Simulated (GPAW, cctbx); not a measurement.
# Bonding in Ga2C as X-rays see it

Aim: compute the bonding part of the density of Ga2C, find which reflections carry it, and see how it biases an ordinary refinement.

The start was made by putting kin elements into a known structure type; the compound need not exist, or be stable, in this form. All numbers below are calculated.

## Step 1: Find the equilibrium geometry

The density hangs on the geometry, so cell and atoms are relaxed first, with the symmetry held. The cutoff is set higher than for the density because stress converges slowly with plane waves.

Settings: GPAW 26.7.0, PBE, 670 eV, 4×4×4 k-points, Fermi–Dirac width 0.05 eV, BFGS to 0.03 eV/Å.

```text
cell
1.0
    -2.918000000    2.918000000    2.433000000
     2.918000000   -2.918000000    2.433000000
     2.918000000    2.918000000   -2.433000000
Ga C
4 2
Direct
0.672600000 0.827400000 0.500000000
0.827400000 0.327400000 0.154800000
0.327400000 0.172600000 0.500000000
0.172600000 0.672600000 0.845200000
0.250000000 0.250000000 0.000000000
0.750000000 0.750000000 0.000000000
```

```console
$ OMP_NUM_THREADS=1 mpirun -n 4 gpaw python run.py > gpaw.log
```

```text
BFGS:    0      -22.944709        1.140419
BFGS:    1      -22.988306        1.089336
BFGS:    2      -23.276930        0.597696
BFGS:    3      -23.354612        0.486157
...
BFGS:   11      -23.433766        0.061687
BFGS:   12      -23.434568        0.035491
BFGS:   13      -23.434715        0.029738
cell  4.7152 4.7152 4.7152  108.35 108.35 111.74
volume 80.605 A^3, largest force 0.001 eV/A, largest stress 0.35 GPa
```

After 13 steps the volume has changed by -2.7 % and the energy by -0.490 eV; the largest stress left is 0.35 GPa. It took 52 s on 4 cores of Arm Neoverse V2 (shared host), peak memory 0.95 GiB.

Relaxed structure: I4/mcm (no. 140), a = 5.5196 Å, b = 5.5196 Å, c = 5.2914 Å, α = 90.00°, β = 90.00°, γ = 90.00°.

```csv
atom,mult.,x,y,z
Ga1,8,0.3295,0.1705,1/2
C1,4,0,0,1/4
```

## Step 2: Density and charge transfer

X-rays see the whole electron density, so the PAW density is rebuilt with its core regions. Subtracting spherical free atoms from the same code cancels the cores and leaves the deformation density Δρ, the part due to bonding.

Settings: PBE, 550 eV, 5×5×5 k-points, Fermi–Dirac width 0.05 eV; primitive cell of 6 atoms.

```console
$ OMP_NUM_THREADS=1 mpirun -n 4 gpaw python run.py > gpaw.log
```

```text
|iter:   1|       0s |  -24.795920 | -0.48 |       |
|iter:   2|       1s |  -24.284443 | -1.89 | -0.73 |
|iter:   3|       1s |  -23.397721 | -1.21 | -0.82 |
...
|iter:   7|       3s |  -23.303655c| -5.35 | -3.01 |
|iter:   8|       4s |  -23.303654c| -6.74 | -3.86 |
|iter:   9|       4s |  -23.303654c| -7.65c| -4.42c|
```

```text
grid (54, 54, 54)  electrons 136.000  moved by bonding 0.953 e
deformation density beyond 0.5 A of the nuclei: max 0.080, min -0.066 e/A^3
atom        x       y       z   Voronoi charge  moment
Ga1    0.6705  0.8295  0.5000      0.169       0.00
Ga2    0.8295  0.3295  0.1590      0.169       0.00
Ga3    0.3295  0.1705  0.5000      0.169       0.00
Ga4    0.1705  0.6705  0.8410      0.169       0.00
C 5    0.2500  0.2500  0.0000     -0.338       0.00
C 6    0.7500  0.7500  0.0000     -0.338       0.00
mean inner potential of superposed free atoms 19.959 V
total magnetic moment 0.000 muB
```

Deformation density in a plane through the shortest contact of the Ga atom at the origin, in 0.01 e/Å³ (clipped at ±99); x from -1.6 to 4.0 Å, y from 2.4 down to -2.4 Å:

```text
  5   4   .   .   3   5   0  -6   .   .   .  -5  -1   1   3   4
  3   1   .   .   7   6   1  -5  -3   .  -4  -4   0   2   4   5
  1   2   2   6   6   4   1  -3  -6  -6  -4  -2   0   1   3   3
  0   1   2   3   2   0   0  -1   0   1   2   2   1   1   0   0
  1   0  -1  -3  -5  -5  -3   0   3   6   6   3   2   1   0  -1
  2   0  -4  -5   .  -3  -6   0   5   7   4   .   0   3   1   0
  2   0  -4  -2   .   .  -6  -1   5   5   .   .   2   5   3   0
  0  -1  -4  -5   .  -2  -5  -1   3   2  -3   .   7   6   3  -1
 -1  -1  -2  -4  -5  -4  -2   0   1   2   2   4   6   4   2  -1
 -1   0  -1  -2  -2   0   1   1   1   1   1   2   2   1   0  -1
  2   1   0  -1   0   1   3   3   2   0   0   0  -1  -2  -2   0
  6   3   0  -2  -1   2   4   5   3   0  -1  -1  -1  -2  -2   0
  7   2  -3  -5  -3   1   3   3   2   0   0   0  -1  -1  -1   0
```

Atoms in or within 0.15 Å of the plane: Ga (0.0, 0.0), Ga (1.8, 2.3), C (-0.7, 2.3), C (2.4, 0.0) Å. Dots mark points within about 0.45 Å of a nucleus; large values next to them are atomic features.

C gains most (-0.34 e) and Ga loses most (+0.17 e), as electronegativity suggests. Such charges fall far short of formal ones, since overlapping free atoms already put density on their neighbours. Along the shortest contact from the Ga atom at the map's origin, Ga–C at 2.44 Å, Δρ is +0.03 e/Å³ at the midpoint and highest, +0.06, 1.64 Å from Ga (points within 0.5 Å of a nucleus left out): little sits at the middle, as in a polar contact, whose build-up shifts to the more electronegative atom. At the midpoints of other shortest contacts it is 0.00 (C–C, 2.65 Å) and +0.08 (Ga–Ga, 2.66 Å) e/Å³. Point values carry grid noise of about 0.01 e/Å³. The run needed 9 iterations, 8 s.

## Step 3: From the density to structure factors

The Fourier components of Δρ, added to those of the free atoms, give the static X-ray structure factors; the Mott–Bethe relation turns them into the Fourier components V of the potential that fast electrons feel.

```text
static structure factors of the conventional cell: F in electrons, V (Mott-Bethe) in volts
   h  k  l      d  |F| table  |F| free   |F| DFT   change   |V| free  |V| DFT  change %
   1  1  0  3.9029    32.018    32.118    31.419   -0.699     0.339    0.642     89.2
   2  0  0  2.7598    95.545    95.539    94.311   -1.228     3.174    3.440      8.4
   0  0  2  2.6457   187.739   187.644   186.703   -0.941     7.236    7.423      2.6
   2  1  1  2.2370   142.341   141.997   141.724   -0.274     5.844    5.883      0.7
   1  1  2  2.1900    56.708    56.620    57.245    0.625     3.311    3.226     -2.6
   2  2  0  1.9515    65.365    65.181    65.168   -0.013     3.404    3.405      0.0
   2  0  2  1.9099   109.961   109.576   109.344   -0.232     5.043    5.067      0.5
   3  1  0  1.7455    94.319    93.940    93.479   -0.461     4.205    4.245      1.0
   2  2  2  1.5705    39.458    39.178    39.362    0.184     0.662    0.649     -2.0
   3  2  1  1.4706     9.796     9.749     9.786    0.038     0.326    0.324     -0.7
   3  1  2  1.4569    67.849    67.447    67.667    0.220     1.632    1.618     -0.8
   2  1  3  1.4351   117.500   116.942   117.114    0.172     3.872    3.862     -0.3
   4  0  0  1.3799    56.029    55.705    56.069    0.364     1.248    1.229     -1.6
   0  0  4  1.3229   159.753   159.148   159.423    0.276     5.615    5.601     -0.2
```

The largest X-ray change is -1.23 e on 200, 1.3 % of |F|. For electrons V goes as (Z − F)/g², so a change of F counts against Z − F, which is small at low angle and wherever the atoms' terms cancel: |V| of 110 moves by +89.2 % (0.34 to 0.64 V) against -2.2 % in |F|. The tabulated Hartree–Fock atoms differ from the free DFT atoms by up to 0.60 e, so the choice of reference atom matters too.

## Step 4: Which functional?

The same geometry is run with other functionals, to see whether the bonding signal is larger than the spread between approximations. Free atoms are LDA for LDA and PBE otherwise. Any other changed setting is in the row's label.

```csv
run,ΔF 200 (e),ΔF 002 (e),ΔF 110 (e),q(C) (e),moved (e),time
PBE,-1.228,-0.941,-0.699,-0.338,0.953,8 s
LDA,-1.173,-0.889,-0.685,-0.323,0.912,7.6 s
RPBE,-1.257,-0.969,-0.709,-0.349,1.001,8.1 s
```

At the base's settings ΔF(200) spans -1.257 to -1.173 e, a spread of 7 % of the PBE value; over the three listed reflections the spread is at most 9 %, so sign and size hold across the functionals. Times are from shared hosts.

## Step 5: What a spherical-atom refinement makes of it

Routine crystallography fits spherical atoms. To see the bias, intensities are simulated from tabulated atoms plus the DFT change ΔF, so that bonding alone can misfit (3514 reflections of the full sphere, merged to the counts below, to 0.45 Å, 1.5 % proportional noise plus counting noise, assumed isotropic U as listed, Δρ smeared by the mean U) and refined with cctbx over different ranges.

```csv
range,data,R1,GooF,U Ga1 (true 0.0083),U C1 (true 0.0132),largest shift (Å),"Δρ max, min (e/Å³)"
all data,274,0.0047,0.96,0.0083,0.0133,0.0000,"0.21, -0.21"
"low resolution, d > 0.84",49,0.0039,1.13,0.0081,0.0126,0.0001,"0.10, -0.12"
"high order, d < 0.75",209,0.0050,0.87,0.0083,0.0133,0.0000,"0.16, -0.14"
"occupancies free, d > 0.7",77,0.0038,1.02,0.0082,0.0143,0.0000,"0.13, -0.13"
```

With all data GooF is 0.96, so at this noise the bonding hardly shows; the top residual peak, near noise level, lies 1.33 Å from Ga and 1.33 Å from Ga, between them. No U is off by more than 3 s.u. at low resolution. With Ga1 held at 1 and the scale free, the other occupancies refine to C1 1.030(0.008), on sites that are all full: they absorb part of the misfit, and only ratios to the fixed site mean anything.

## Step 6: Answer

Bonding moves 0.95 e in the primitive cell of Ga2C and changes the structure factors of the conventional cell in the table above by at most 1.23 e (200, 1.3 %), and among reflections above 2 % of the strongest by up to 2.2 % (110). The shortest bond, Ga–C, has Δρ = +0.03 e/Å³ at its midpoint, low for a shared bond; with the charge transfer this is a polar contact. At the base's settings ΔF(200) spans -1.257 to -1.173 e, a spread of 7 % of the PBE value; over the three listed reflections the spread is at most 9 %, so sign and size hold across the functionals. With all data GooF is 0.96, so at this noise the bonding hardly shows. Limits: static density, frozen cores, no spin–orbit coupling.

[Outputs are excerpts: Python notices, other lines and further rows are left out; steps that failed or that the build refused (PBEsol, TPSS) are not shown.]

[Logs are printed without paths, hosts, clocks, repeated set-up lines and the standing remarks that a program may print on its own settings, such as how far it seeks lower states.]
